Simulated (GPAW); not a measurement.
# Optical response of TiSi2 (Zhiqinite)

Aim: the dielectric function of TiSi2 (Zhiqinite), and the optical constants that follow from it. The cell comes from an older database entry, whose edges can differ from later determinations, mostly by under a per cent.

Method: DFT, LDA, plane-wave PAW (GPAW data sets), scalar-relativistic, RPA, optical limit, in GPAW 26.7.0.

Most raw output is cut from this account.

The database entry behind the starting cell is an old determination (1939), so it need not match the best structure at ambient conditions.

## Step 1: Starting point

The structure is orthorhombic, space group Fddd (No. 70). The conventional cell has a = 4.773 Å, b = 8.236 Å, c = 8.523 Å, α = 90.00°, β = 90.00°, γ = 90.00°. Nearest to Ti lie 10 Si at 2.54 to 2.75 Å. Nearest to Si lie 5 Ti at 2.54 to 2.75 Å and 5 Si at 2.54 to 2.75 Å. Farther neighbours are not listed.

## Step 2: Ground state

First the ground state: is it a metal or has it a gap?

This step: DFT, LDA, plane-wave PAW (GPAW data sets), scalar-relativistic, ground state (GPAW 26.7.0).

File gs.py:

```python
from ase import Atoms
from ase.dft.bandgap import bandgap
from gpaw import GPAW, PW, FermiDirac

atoms = Atoms(['Ti', 'Ti', 'Si', 'Si', 'Si', 'Si'],
              cell=[[0.000000000000, 4.118000000000, 4.261500000000],
                    [2.386500000000, 0.000000000000, 4.261500000000],
                    [2.386500000000, 4.118000000000, 0.000000000000]],
              scaled_positions=[[0.500000000000, 0.500000000000, 0.500000000000],
                                [0.750000000000, 0.750000000000, 0.750000000000],
                                [0.833000000000, 0.167000000000, 0.833000000000],
                                [0.167000000000, 0.833000000000, 0.167000000000],
                                [0.417000000000, 0.083000000000, 0.417000000000],
                                [0.083000000000, 0.417000000000, 0.083000000000]],
              pbc=[True, True, True])
atoms.calc = GPAW(mode=PW(500), xc='LDA', kpts={'size': (6, 6, 6), 'gamma': True},
                  occupations=FermiDirac(0.05), maxiter=150, txt='gs.txt')
print('energy (eV)', atoms.get_potential_energy())
print('Fermi level (eV)', atoms.calc.get_fermi_level())
print('valence electrons', atoms.calc.get_number_of_electrons())
print('gap (eV)', bandgap(atoms.calc, output=None)[0])
print('direct gap (eV)', bandgap(atoms.calc, direct=True, output=None)[0])
atoms.calc.write('gs.gpw')
```

Started as:

```console
OMP_NUM_THREADS=1 python gs.py
```

Elapsed: 77 s, on 1 thread of Arm Neoverse V1, shared host; peak memory 0.25 GiB.

Read-outs, printed or worked out from the files:

| Item | Value |
| --- | --- |
| energy | -42.60 eV |
| Fermi energy | 9.589 eV |
| electrons | 40 |

There are states at the Fermi level within the smearing, so the occupations stay smeared and the carriers get a Drude term.

## Step 3: Bands for the response

The response needs many more empty bands than the density does.

This step: DFT, LDA, plane-wave PAW (GPAW data sets), scalar-relativistic, bands at fixed density (GPAW 26.7.0).

File nscf.py:

```python
from ase.dft.bandgap import bandgap
from gpaw import GPAW, FermiDirac

calc = GPAW('gs.gpw').fixed_density(kpts={'size': (8, 8, 8), 'gamma': True}, nbands=87, convergence={'bands': 81},
                                    occupations=FermiDirac(0.05), txt='nscf.txt')
print('gap (eV)', bandgap(calc, output=None)[0])
print('direct gap (eV)', bandgap(calc, direct=True, output=None)[0])
print('top band over the Fermi level (eV)', min(calc.get_eigenvalues(kpt=k)[80] for k in range(len(calc.get_ibz_k_points()))) - calc.get_fermi_level())
calc.write('full.gpw', mode='all')
```

Started as:

```console
OMP_NUM_THREADS=1 python nscf.py
```

Wall time 12 min (1 thread); peak memory 0.55 GiB.

## Step 4: Dielectric function, RPA

Local fields let the induced charge screen the field inside the cell, which as a rule lowers ε, most along directions where the density is uneven.

This step: DFT, LDA, plane-wave PAW (GPAW data sets), scalar-relativistic, RPA, optical limit (GPAW 26.7.0).

File df.py:

```python
from gpaw.response.df import DielectricFunction

df = DielectricFunction('full.gpw', frequencies={'type': 'nonlinear', 'domega0': 0.03, 'omega2': 8},
                        ecut=50,
                        eta=0.15,
                        nbands=81,
                        rate=0.05,
                        txt='df.txt')
for direction in ['x', 'y', 'z']:
    df.get_dielectric_function(xc='RPA', direction=direction, filename=f'df_{direction}.csv')
```

Started as:

```console
OMP_NUM_THREADS=1 python df.py
```

Elapsed: 2.3 min, on 1 thread; peak memory 0.4 GiB.

Some rows of df_x.csv (energy; Re and Im without local fields; Re and Im with them):

```text
0.000000, 9985.881685, 0.000000, 9985.806228, 0.000000
0.460735, -85.913077, 40.633530, -86.022607, 40.637482
0.943989, -1.386455, 16.122472, -1.500767, 16.019521
1.451455, 8.203893, 19.577752, 8.256122, 19.477085
1.984998, 7.923012, 18.717808, 8.029982, 18.804707
2.546682, 11.450924, 15.753312, 11.265096, 15.737057
3.138794, 6.329181, 20.785431, 6.385676, 20.666558
3.763875, 6.524256, 18.291127, 6.549403, 18.214924
4.424758, 2.889597, 20.560673, 3.182525, 20.621036
5.124608, -3.564468, 20.845396, -3.731328, 21.120281
5.866977, -9.646065, 15.267915, -9.819769, 15.019667
6.655862, -9.342418, 7.664075, -9.286521, 7.547687
7.495775, -7.670570, 4.869190, -7.564377, 4.853282
8.391833, -5.626340, 2.606889, -5.530126, 2.630576
9.349861, -4.310168, 1.717104, -4.221791, 1.819006
10.376517, -3.108414, 1.000429, -3.104751, 1.074534
11.479449, -2.237645, 0.616320, -2.255001, 0.700346
12.667487, -1.552489, 0.398539, -1.587338, 0.461022
13.950874, -1.017171, 0.269535, -1.052545, 0.325369
```

The Im ε has structure finer than the step of the table below, so its rows give means over 0.5 eV, whole bins alone (the curve runs from 0.305 to 14.0 eV). Peaks (eV: height): E ∥ x 1.35: 20.2, 3.02: 21.6, 5.03: 21.4; E ∥ y 1.28: 22.6, 2.24: 21.5, 4.89: 22.5; E ∥ z 3.34: 24.2.

Sum at mesh points, not converged in k. Table of Im ε by photon energy; means over each step:

```
photon energy (eV)  E ∥ x  E ∥ y  E ∥ z
               1.0   17.4   21.9   23.0
               1.5   19.4   19.5   20.8
               2.0   18.2   19.8   18.4
               2.5   16.1   18.6   16.8
               3.0   20.5   15.8   19.5
               3.5   18.1   14.4   23.7
               4.0   19.3   16.1   22.4
               4.5   20.5   18.9   21.3
               5.0   21.0   20.9   18.4
               5.5   18.5   17.8   15.1
               6.0   13.6   14.0   12.1
               6.5   8.81   9.12   9.28
               7.0   6.43   6.24   6.44
               7.5   4.81   4.42   4.17
               8.0   3.34   3.46   3.27
               8.5   2.55   2.60   2.36
               9.0   2.11   2.05   1.90
               9.5   1.68   1.63   1.60
              10.0   1.27   1.31   1.28
              10.5   1.02   1.15   1.12
              11.0  0.849   1.01  0.985
              11.5  0.701  0.859  0.836
              12.0  0.573  0.652  0.678
              12.5  0.492  0.576  0.586
              13.0  0.414  0.504  0.494
              13.5  0.351  0.443  0.443
```

Values under 1 per cm are given as 1; sum at mesh points, not converged in k. The absorption coefficient by photon energy:

```
photon energy (eV)  E ∥ x (1/cm)  E ∥ y (1/cm)  E ∥ z (1/cm)
             0.492         4.4e5         4.3e5         2.3e5
             1.010         2.7e5         3.4e5         2.5e5
             1.486         3.8e5         4.1e5         3.5e5
             1.985         5.0e5         5.1e5         4.7e5
             2.508         5.1e5         6.9e5         5.4e5
             3.018         8.3e5         7.5e5         7.0e5
             3.510         9.2e5         7.9e5         1.1e6
             3.980         1.1e6         9.4e5         1.3e6
             4.516         1.4e6         1.2e6         1.6e6
             4.981         1.7e6         1.7e6         1.8e6
             5.515         2.0e6         2.0e6         1.9e6
             6.021         2.3e6         2.2e6         2.1e6
             6.494         2.2e6         2.2e6         2.2e6
             6.985         2.2e6         2.1e6         2.2e6
             7.496         2.2e6         2.1e6         2.1e6
             8.026         2.1e6         2.1e6         2.0e6
             8.516         2.0e6         2.0e6         2.0e6
             9.023         2.0e6         2.0e6         1.9e6
             9.483         2.0e6         1.9e6         1.9e6
            10.026         1.9e6         1.8e6         1.8e6
            10.519         1.9e6         1.8e6         1.8e6
            11.029         1.8e6         1.8e6         1.7e6
            11.479         1.8e6         1.7e6         1.7e6
            12.023         1.7e6         1.7e6         1.7e6
            12.504         1.7e6         1.6e6         1.6e6
            13.000         1.6e6         1.6e6         1.6e6
            13.512         1.5e6         1.5e6         1.5e6
```

Sum at mesh points, not converged in k. The loss function −Im 1/ε at q → 0 by energy loss; read off at these points:

```
energy loss (eV)    E ∥ x    E ∥ y   E ∥ z
             0.5  0.00569  0.00681  0.0315
             1.0   0.0617   0.0510  0.0318
             1.5   0.0435   0.0507  0.0360
             2.0   0.0454   0.0425  0.0412
             2.5   0.0436   0.0524  0.0402
             3.0   0.0398   0.0567  0.0355
             3.5   0.0524   0.0625  0.0382
             4.0   0.0481   0.0533  0.0435
             4.5   0.0474   0.0502  0.0465
             5.0   0.0466   0.0466  0.0498
             5.5   0.0473   0.0511  0.0537
             6.0   0.0464   0.0508  0.0564
             6.5   0.0495   0.0513  0.0563
             7.0   0.0595   0.0601  0.0557
             7.5   0.0601   0.0646  0.0625
             8.0   0.0641   0.0719  0.0706
             8.5   0.0735   0.0800  0.0741
             9.0   0.0824   0.0855  0.0884
             9.5   0.0869   0.0954   0.103
            10.0   0.0909    0.108   0.107
            10.5    0.102    0.130   0.128
            11.0    0.116    0.150   0.153
            11.5    0.126    0.161   0.165
            12.0    0.141    0.161   0.176
            12.5    0.163    0.205   0.206
            13.0    0.183    0.230   0.229
            13.5    0.216    0.282   0.279
```

The reflectivity at normal incidence has structure finer than the step of the table below, so its rows give means over 0.5 eV, whole bins alone (the curve runs from 0.305 to 14.0 eV). Peaks (eV: height): E ∥ x 11.87: 76.5; E ∥ y 2.28: 51.1, 11.94: 73.6; E ∥ z 8.52: 73.6.

Sum at mesh points, not converged in k. The reflectivity at normal incidence by photon energy; means over each step:

```
photon energy (eV)  E ∥ x (%)  E ∥ y (%)  E ∥ z (%)
               1.0       53.7       59.8       51.1
               1.5       48.4       49.6       49.4
               2.0       47.2       48.8       47.1
               2.5       44.8       49.1       45.6
               3.0       49.6       45.8       48.2
               3.5       48.1       43.7       52.7
               4.0       49.5       45.4       53.8
               4.5       52.3       49.3       56.1
               5.0       56.4       56.0       58.6
               5.5       61.0       59.1       60.2
               6.0       66.2       64.0       62.6
               6.5       69.2       68.7       66.0
               7.0       68.9       69.3       69.8
               7.5       71.2       70.8       71.8
               8.0       73.2       70.8       71.7
               8.5       73.0       71.6       73.4
               9.0       72.6       72.2       72.4
               9.5       73.8       72.5       71.8
              10.0       75.2       72.3       72.3
              10.5       75.6       70.9       71.1
              11.0       75.4       70.0       69.9
              11.5       75.8       70.6       70.4
              12.0       76.2       73.0       71.5
              12.5       75.8       71.3       70.9
              13.0       75.9       70.9       71.1
              13.5       75.6       69.8       69.9
```

Sum at mesh points, not converged in k. Im ε, E ∥ x against photon energy; read off at these points:

```
photon energy (eV)  without local fields  with local fields
              0.50                  34.3               34.3
              1.00                  16.1               15.9
              1.35                  20.3               20.2
              1.50                  19.2               19.1
              2.00                  18.6               18.7
              2.50                  15.4               15.4
              3.00                  21.7               21.5
              3.50                  17.8               17.8
              4.00                  19.6               19.4
              4.50                  20.7               20.8
              5.00                  21.0               21.3
              5.50                  18.6               18.7
              6.00                  13.9               13.7
              6.50                  8.82               8.69
              7.00                  6.53               6.42
              7.50                  4.85               4.84
              8.00                  3.34               3.33
              8.50                  2.50               2.52
              9.00                  2.02               2.07
              9.50                  1.57               1.69
             10.00                  1.18               1.27
             10.50                 0.956               1.03
             11.00                 0.773              0.850
             11.50                 0.613              0.697
             12.00                 0.504              0.570
             12.50                 0.428              0.495
             13.00                 0.357              0.413
             13.50                 0.297              0.345
```

From ε follow the optical constants at some laser and lamp lines:

```
wavelength (nm)   n x    k x  R (%) x   1/α x   n y    k y  R (%) y  1/α y
           1550  2.12  4.132     68.3   30 nm  2.72  5.021     72.1  25 nm
            800  3.87  2.450     47.9   26 nm  3.48  2.583     48.0  25 nm
            633  3.80  2.495     48.1   20 nm  3.89  2.514     48.5  20 nm
            532  3.65  2.131     44.2   20 nm  3.61  2.858     50.9  15 nm
            405  3.89  2.752     50.6   12 nm  3.25  2.466     46.2  13 nm
            365  3.49  2.684     49.0   11 nm  3.12  2.288     43.8  13 nm
            308  3.54  2.748     49.7  8.9 nm  3.46  2.371     45.8  10 nm
```

In reflection the computed colour is light grey: x = 0.315, y = 0.330, luminous reflectivity 47 %.

## Step 5: Summary of results

**Reading.** At this level (LDA, RPA) TiSi2 is a metal. The mesh is too coarse to trust the carriers' weight, the reflectivity or the colour to better than tens of per cent. In reflection the computed colour is light grey: x = 0.315, y = 0.330, luminous reflectivity 47 %. The carriers' damping of 0.05 eV is typed, not computed; it shapes the response at the lowest energies. In this version of GPAW the matrix elements of the optical limit are incomplete, which can lower ε − 1 by up to a tenth where first-row anions or d states rule, and shift it by more in d metals. GPAW's carrier term has the form −ωp²/(ω + i·rate)², which damps like twice the rate and fails at low energy, so the curves leave the lowest energies out. The sum runs over mesh points 0.21 Å⁻¹ apart with no interpolation, so peaks are partly noise of the mesh, and the Drude plasma energy, a sum over the Fermi surface, isn't converged.

[Machine, clock and banner lines and Python warnings are left out of the logs.]

[Logs are printed without paths, hosts, clocks, repeated set-up lines and the standing remarks that a program may print on its own settings, such as how far it seeks lower states.]

[Hosts, paths, dates, database ids (printed as entryN), source tags and the programs' standing remarks are cut or masked in the printed files.]
